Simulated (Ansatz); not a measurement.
# La2Mn2Cd, from a guessed structure to a relaxed one, part 2 of 2

This structure for La2Mn2Cd is made up. Its elements were placed in a known structure type with a cell scaled to their sizes. What cell does the guess relax to, and how far off was it?

Ansatz 0.2.0; DFT, PBE, plane-wave PAW, files of the set soft_1, scalar-relativistic, ferromagnetic start, cell and ions relaxed at zero pressure; PAW set soft_1 (the session's first sound run).

So far: Starting point; Relaxation of the guess. The relaxed cell has a, b, c = 4.198, 14.653, 4.083 Å (conventional setting).

**3. Electronic structure of the relaxed cell**

A second self-consistent run takes a narrower smearing and the mesh shown in its input; the bands follow along the standard path of the relaxed lattice.

This step: DFT, PBE, plane-wave PAW, files of the set soft_1, scalar-relativistic, ferromagnetic start, bands and density of states at the relaxed cell; PAW set soft_1 (Ansatz 0.2.0).

input.yaml reads:

```yaml
crystal:
  lattice:
    - [2.0989292142, -7.3265706178, 0.0]
    - [2.0989292142, 7.3265706178, 0.0]
    - [0.0, 0.0, 4.0827109649]
  atoms:
    - { symbol: La, position: [0.3654448788, 0.6345551212, 0.5] }
    - { symbol: La, position: [0.6345551212, 0.3654448788, 0.5] }
    - { symbol: Cd, position: [0.0, 0.0, 0.0] }
    - { symbol: Mn, position: [0.2007482906, 0.7992517094, 0.0], spin: 2.9 }
    - { symbol: Mn, position: [0.7992517094, 0.2007482906, 0.0], spin: 2.9 }
magnetization:
  spin_polarized: true
kpoints:
  mp_grid: { grid: [8, 8, 8] }
  band_path:
    path:
      - [[0.0, 0.0, 0.0], [0.27051796, 0.27051796, 0.0], [0.0, 0.5, 0.0], [0.0, 0.5, 0.5], [0.27051796, 0.27051796, 0.5], [0.0, 0.0, 0.5], [0.0, 0.0, 0.0], [-0.5, 0.5, 0.0], [-0.27051796, 0.72948204, 0.0], [-0.27051796, 0.72948204, 0.5], [-0.5, 0.5, 0.5], [-0.5, 0.5, 0.0]]
      - [[0.0, 0.0, 0.5], [-0.5, 0.5, 0.5]]
    npoints: 6
scf:
  occupations: { method: fermi_dirac, width: 0.03 }
  n_extra_bands: 12
hamiltonian:
  xc: pbe
  pseudopotentials: { kind: paw, azcp: { folder: soft_1 } }
output:
  forces: true
  stress: true
  write_bands: true
  dos: { projected: true }
  write_density: true
  write_potential: true
  elf: true
  volumetric_format: npy
```

Launch:

```sh
$ ansatz run input.yaml --threads 4 --pin off --max-ram 8192MiB --backend cpu --events-out ev --progress --plain --runs-dir out
```

Numbers of over 12 decimals in the logs are rounded to 6 here.

Output:

```text
La: projections on atomic orbitals take those of the free atom [Kr 4d10] 4f0 5s2 5p6 5d1 6s2, of charge +0.00 (hamiltonian.pseudopotentials.projection_atoms); the dataset's partial waves leave at most 1.9e-5 of an orbital's norm unspanned inside its sphere
[...]
Crystal: 5 atoms, lattice volume = 125.567 Å³
Basis set: ecut = 420 eV, 2463 PW (Γ), exchange–correlation on 108×108×60 points (8 copies of the dense FFT grid, shifted against one another)
Bands: 48, of which v1, the nominal top of the filled ones, is band 36 counted from 1 (35 counted from 0)
Symmetry: 8 space group operations
[...]
k-points: 105 of 512
[...]
Starting moments: Σ|m| = 5.8 μB on 2 of 5 sites
[...]
SCF iter   1: F=—  HF=-28552.268040 eV  |F-HF|=—  |Δ(HF+E_count)|=         —  Δρ=2.39e-2 (↑2.07e-2 ↓2.39e-2)  dr2=1.54e1  dr2_m=4.22e-2  M=5.117 μB ∫|m|=6.085 μB  β_m=0.30  ethr=3.10e-3  ⟨swp⟩=8.4  Hψ=42573  notcnv=0  defer=4
[...]
SCF iter  13: F=-28552.246467 eV  HF=-28552.246467 eV  |F-HF|=4.89e-8  |Δ(HF+E_count)|=   1.84e-8  Δρ=2.98e-6 (↑2.47e-6 ↓2.98e-6)  dr2=5.39e-8  dr2_m=2.06e-10  M=5.127 μB ∫|m|=7.038 μB  ethr=1.07e-10  ⟨swp⟩=20.1  Hψ=89460  notcnv=0
SCF 1 converged in 13 iterations: F = -28552.246467 eV  dr2 = 5.39e-8
[...]
NSCF: frozen V_eff on 74 k-points
SCF converged after 13 iterations
Magnetization: 5.1274 μB (38.5637 up, 33.4363 down)
Absolute magnetization: 7.0448 μB (∫|ρ↑−ρ↓|, with the PAW one-centre terms)
[...]
Per-site moments (μB) at R_I (Å): [(-0.176682, 1.272308), (-0.176682, 1.272308), (-0.022584, 1.213407), (2.861264, 1.050771), (2.861264, 1.050771)]
Free energy (F): -28552.246467 eV
[...]
Internal energy: -28552.227061 eV  (E = F + TS)
E sigma→0 (E₀):  -28552.236764 eV
Entropy (-TS):   -0.019406 eV (-3.881 meV/atom)
Fermi energy:    12.171908 eV
[...]
--- Forces (eV/Å), atoms counted from 1 ---
  atom   1  La    -0.00000000     0.04464064    -0.00000000
  atom   2  La     0.00000000    -0.04464064     0.00000000
  atom   3  Cd     0.00000000     0.00000000    -0.00000000
  atom   4  Mn     0.00000000     0.00013370    -0.00000000
  atom   5  Mn    -0.00000000    -0.00013370     0.00000000
  max |Σ_I F_I| component: 6.02e-30 eV/Å
--- Stress (GPa, compression-positive) ---
       -0.096274       0.000000      -0.000000
        0.000000      -0.086568      -0.000000
       -0.000000      -0.000000      -0.263664
  P = ⅓ Tr σ = -0.1488 GPa (-1.488 kbar)
--- Band table (eV; the first three rows and the last of 210) ---
  k-point 0 ↑: bands = [... 32 lower, 10.0737, 10.4227, 10.7237, 10.8886, 11.1470, 11.8195, 12.8108, 13.3761, ... 8 higher]
  k-point 1 ↑: bands = [... 32 lower, 10.0802, 10.4599, 10.7980, 10.8267, 11.1640, 11.8049, 12.8306, 13.2506, ... 8 higher]
  k-point 2 ↑: bands = [... 32 lower, 10.0362, 10.6056, 10.7054, 11.0565, 11.1769, 11.7446, 12.3543, 13.1943, ... 8 higher]
  k-point 104 ↓: bands = [... 32 lower, 11.9476, 12.0351, 12.1700, 12.4549, 12.6202, 12.8959, 13.4401, 13.6696, ... 8 higher]
```

It took 46 s on 4 threads of Arm Neoverse V1, shared host; peak memory 1.2 GiB; 3 min of CPU time.

The column dr2 measures how far the density is from self-consistency, as an energy; F and HF (Harris–Foulkes) agree once it is small.

This step gave:

| Property | Result |
| --- | --- |
| free energy | -28552.2465 eV |
| energy at zero smearing | -28552.2368 eV |
| smearing term TS | 0.01941 eV |
| Fermi energy | 12.17 eV |
| magnetization | 5.127 μB |
| absolute magnetization | 7.045 μB |
| site moments | -0.1767, -0.1767, -0.02258, 2.861, 2.861 μB |
| pressure | -0.1488 GPa |

bands.tsv at the labelled points (eV, zero at the Fermi level; the bands that come nearest the Fermi level along the path):

```
point  band_37_up  band_38_up  band_39_up  band_40_up  band_31_dn  band_32_dn  band_33_dn  band_34_dn
    Γ       -0.35        0.64        1.20        1.44       -0.41       -0.39        0.07        0.38
    X       -0.90        0.24        0.52        1.18       -0.26       -0.19        0.07        0.14
    S       -0.69        0.05        0.62        1.36       -0.30       -0.27        0.04        0.14
    R       -0.67       -0.35       -0.19        0.34       -0.06        0.00        0.22        0.82
    A       -0.54       -0.31        0.08        0.14       -0.08       -0.05        0.32        0.48
    Z       -0.47       -0.12        0.20        0.73       -0.59       -0.16       -0.01        0.34
    Γ       -0.35        0.64        1.20        1.44       -0.41       -0.39        0.07        0.38
    Y        0.09        0.90        1.12        1.36       -0.58       -0.35       -0.16        0.93
   X1       -0.90        0.24        0.52        1.18       -0.26       -0.19        0.07        0.14
   A1       -0.54       -0.31        0.08        0.14       -0.08       -0.05        0.32        0.48
    T       -0.90       -0.44        0.19        0.31       -0.38       -0.22       -0.14        0.00
    Y        0.09        0.90        1.12        1.36       -0.58       -0.35       -0.16        0.93
    Z       -0.47       -0.12        0.20        0.73       -0.59       -0.16       -0.01        0.34
    T       -0.90       -0.44        0.19        0.31       -0.38       -0.22       -0.14        0.00
```

Spin density in the bc plane of the conventional cell at fractional x = 0.000, with atoms of La and Cd and Mn within 0.2 Å of it.

Values in e/Å³, 6 rows by 16 columns, each cell a mean:
```
0.0 0.0 0.4 1.7 0.1 0.0 0.0 0.0 0.0 0.0 0.0 0.0 1.4 0.8 0.0 0.0
0.0 0.0 0.1 0.1 0.0 0.0 0.0 0.0 0.0 0.0 0.0 0.0 0.1 0.1 0.0 0.0
0.0 0.0 0.0 0.0 0.0 0.0 0.0 0.0 0.0 0.0 0.0 0.0 0.0 0.0 0.0 0.0
0.0 0.0 0.0 0.0 0.0 0.0 0.0 0.0 0.0 0.0 0.0 0.0 0.0 0.0 0.0 0.0
0.0 0.0 0.1 0.2 0.0 0.0 0.0 0.0 0.0 0.0 0.0 0.0 0.2 0.1 0.0 0.0
0.0 0.0 0.6 2.5 0.1 0.0 0.0 0.0 0.0 0.0 0.0 0.0 2.0 1.1 0.0 0.0
```
Columns run along b (14.7 Å), rows up along c (4.1 Å), edges of the conventional cell, whose origin can differ from the input's. Atoms in or near the plane, at fractional coordinates: La at (0.63, 0.50), La at (0.37, 0.50), Cd at (0.00, 0.00), Mn at (0.80, 0.00), Mn at (0.20, 0.00).

Electrostatic potential energy in the bc plane of the conventional cell at fractional x = 0.000, with atoms of La and Cd and Mn within 0.2 Å of it. With pseudopotentials it is smooth inside the atoms' cores, unlike the true potential.

Ten even steps from '0' (-44 eV) to '9' (15 eV), each cell a mean:
```
34689840004899999999999999999971001799754
55799973247999889999999998899985225899865
78999998889987667899999876678998888999987
99999999999974323689998743236899999999999
99999999999862453479998634534799999999999
99999999999852573378998525733799999999999
99999999999863332589998633325899999999999
99999999999986435789999864357899999999999
67899986678998878899999987789998668999986
45799961016999999999999999999983003899854
34689830004899999999999999999961001699753
```
Columns run along b (14.7 Å; values clipped at the 3rd and 97th percentile), rows up along c (4.1 Å), edges of the conventional cell, whose origin can differ from the input's. Atoms in or near the plane, at fractional coordinates: La at (0.63, 0.50), La at (0.37, 0.50), Cd at (0.00, 0.00), Mn at (0.80, 0.00), Mn at (0.20, 0.00).

ELF in the bc plane of the conventional cell at fractional x = 0.000, with atoms of La and Cd and Mn within 0.2 Å of it. It is the smooth field of the valence electrons, not physical close to the nuclei.

Ten even steps from '0' (0.06) to '9' (0.88), each cell a mean:
```
85223136762233100012222100123224774222247
43223223431221111001221001112212332133224
22234321111124676310110256652111111233222
22233332222148888730001688886212222333222
22222223331278436851003884268412333222222
22211123431277205861003872058412332211222
22222233331168658850002786578312333222222
22233322222136888620001478875212222333222
32233312211212443101110124432111221233222
64223224542222100012221000112213553123235
96323137863233210112222100134225885222248
```
Columns run along b (14.7 Å), rows up along c (4.1 Å), edges of the conventional cell, whose origin can differ from the input's. Atoms in or near the plane, at fractional coordinates: La at (0.63, 0.50), La at (0.37, 0.50), Cd at (0.00, 0.00), Mn at (0.80, 0.00), Mn at (0.20, 0.00).

**4. Summary of results**

| Property | Result |
| --- | --- |
| space group, relaxed | Cmmm |
| conventional cell | a = 4.198, b = 14.653, c = 4.083 Å; α = 90.0°, β = 90.0°, γ = 90.0° |
| volume per atom | 25.11 Å³ (guess 24.01) |
| total moment | 5.33 μB in the cell of 5 atoms |

In words: La2Mn2Cd relaxes to Cmmm with a = 4.198, b = 14.653 and c = 4.083 Å. The guessed volume was 4 % too small. The space group Cmmm was held in the relaxation, so the end point is a stationary structure within it and may be a saddle against distortions or other arrangements. The input starts from parallel moments, and no other start was typed. Bands cross the Fermi level, so it is a metal or semimetal at this level. On the 8×8×8 mesh with the narrower smearing (relaxed on 7×7×7) the largest force component is 0.045 eV/Å and the largest stress component is 0.264 GPa, against the relaxation's thresholds of 0.015 eV/Å and 0.05 GPa. The cutoff wasn't tested. Spin-orbit coupling is left out, which can matter for elements this heavy. No dispersion term is used, so weakly bound directions may come out too long. Nothing here tests whether the compound is stable against decomposition.

[Logs are printed without paths, hosts, clocks, repeated set-up lines and the standing remarks that a program may print on its own settings, such as how far it seeks lower states.]

[Hosts, paths, dates, database ids (printed as entryN), source tags and the programs' standing remarks are cut or masked in the printed files.]
